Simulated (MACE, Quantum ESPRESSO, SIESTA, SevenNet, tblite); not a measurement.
# Bulk modulus two ways: glassy 69GeO2-31ZnO (mol %) (78 atoms), tblite GFN1-xTB

The cell holds 78 atoms (20 Ge, 9 Zn and 49 O). Recipe: 78 atoms (20 Ge, 9 Zn, 49 O) placed at random at 3.98 g/cm³, melted at 4000 K for 10 ps at fixed volume with the Morse and Coulomb pair potential with partial charges (Pedone, Malavasi, Menziani, Cormack and Segre, J. Phys. Chem. B 110, 11780 (2006)). Quenched from 4000 K to 300 K at 20 K/ps and fixed volume, held 10 ps at zero pressure. Then the atoms were relaxed with MACE MPA-0 medium in the fixed cell.

Calculated with tblite 0.8.0: tblite GFN1-xTB, tight binding with its own dispersion term; k-points Γ. The cell is scaled evenly by ±3 % in volume, and MACE MPA-0 medium relaxes the atoms at each volume before the single point.

| volume (Å³/atom) | energy less the middle row's (meV/atom) | pressure (GPa) |
| --- | --- | --- |
| 14.266 | 6.602 | -1.309 |
| 14.707 | 0.000 | -2.396 |
| 15.148 | -3.254 | -3.398 |

**Question.** Find the bulk modulus at the middle volume from the pressures and from the energies, and check the printed pressure against the slope of the energy (1 meV/Å³ = 0.16022 GPa).

Worked:

The step is h = 0.4412 Å³. From pressures: B = −V dP/dV = 14.707 × (-1.309 − (-3.398)) / (2 × 0.4412) = 34.8 GPa.

From energies: B = V d²E/dV² = 14.707 × (6.602 + (-3.254)) / 0.4412² = 253.0 meV/Å³ = 40.5 GPa.

Slope: P = −dE/dV = −(-3.254 − (6.602)) / (2 × 0.4412) = 11.2 meV/Å³ = 1.79 GPa, against -2.40 GPa printed.

The modulus from energies lies 16 % over that from pressures.

A central difference over ±3 % overstates P by about B(1 + B′)(0.03)²/6, some 0.03 GPa for B′ = 4, which is small against the gap found. The atoms follow MACE MPA-0 medium, so this level's forces do work along the path, which enters the energies but not the printed pressures.

Limits: three points, a static cell at zero temperature, the cell shape held; the modulus is that at -2.4 GPa, not at zero pressure.

[Hosts, paths, dates, database ids (printed as entryN), source tags and the programs' standing remarks are cut or masked in the printed files.]
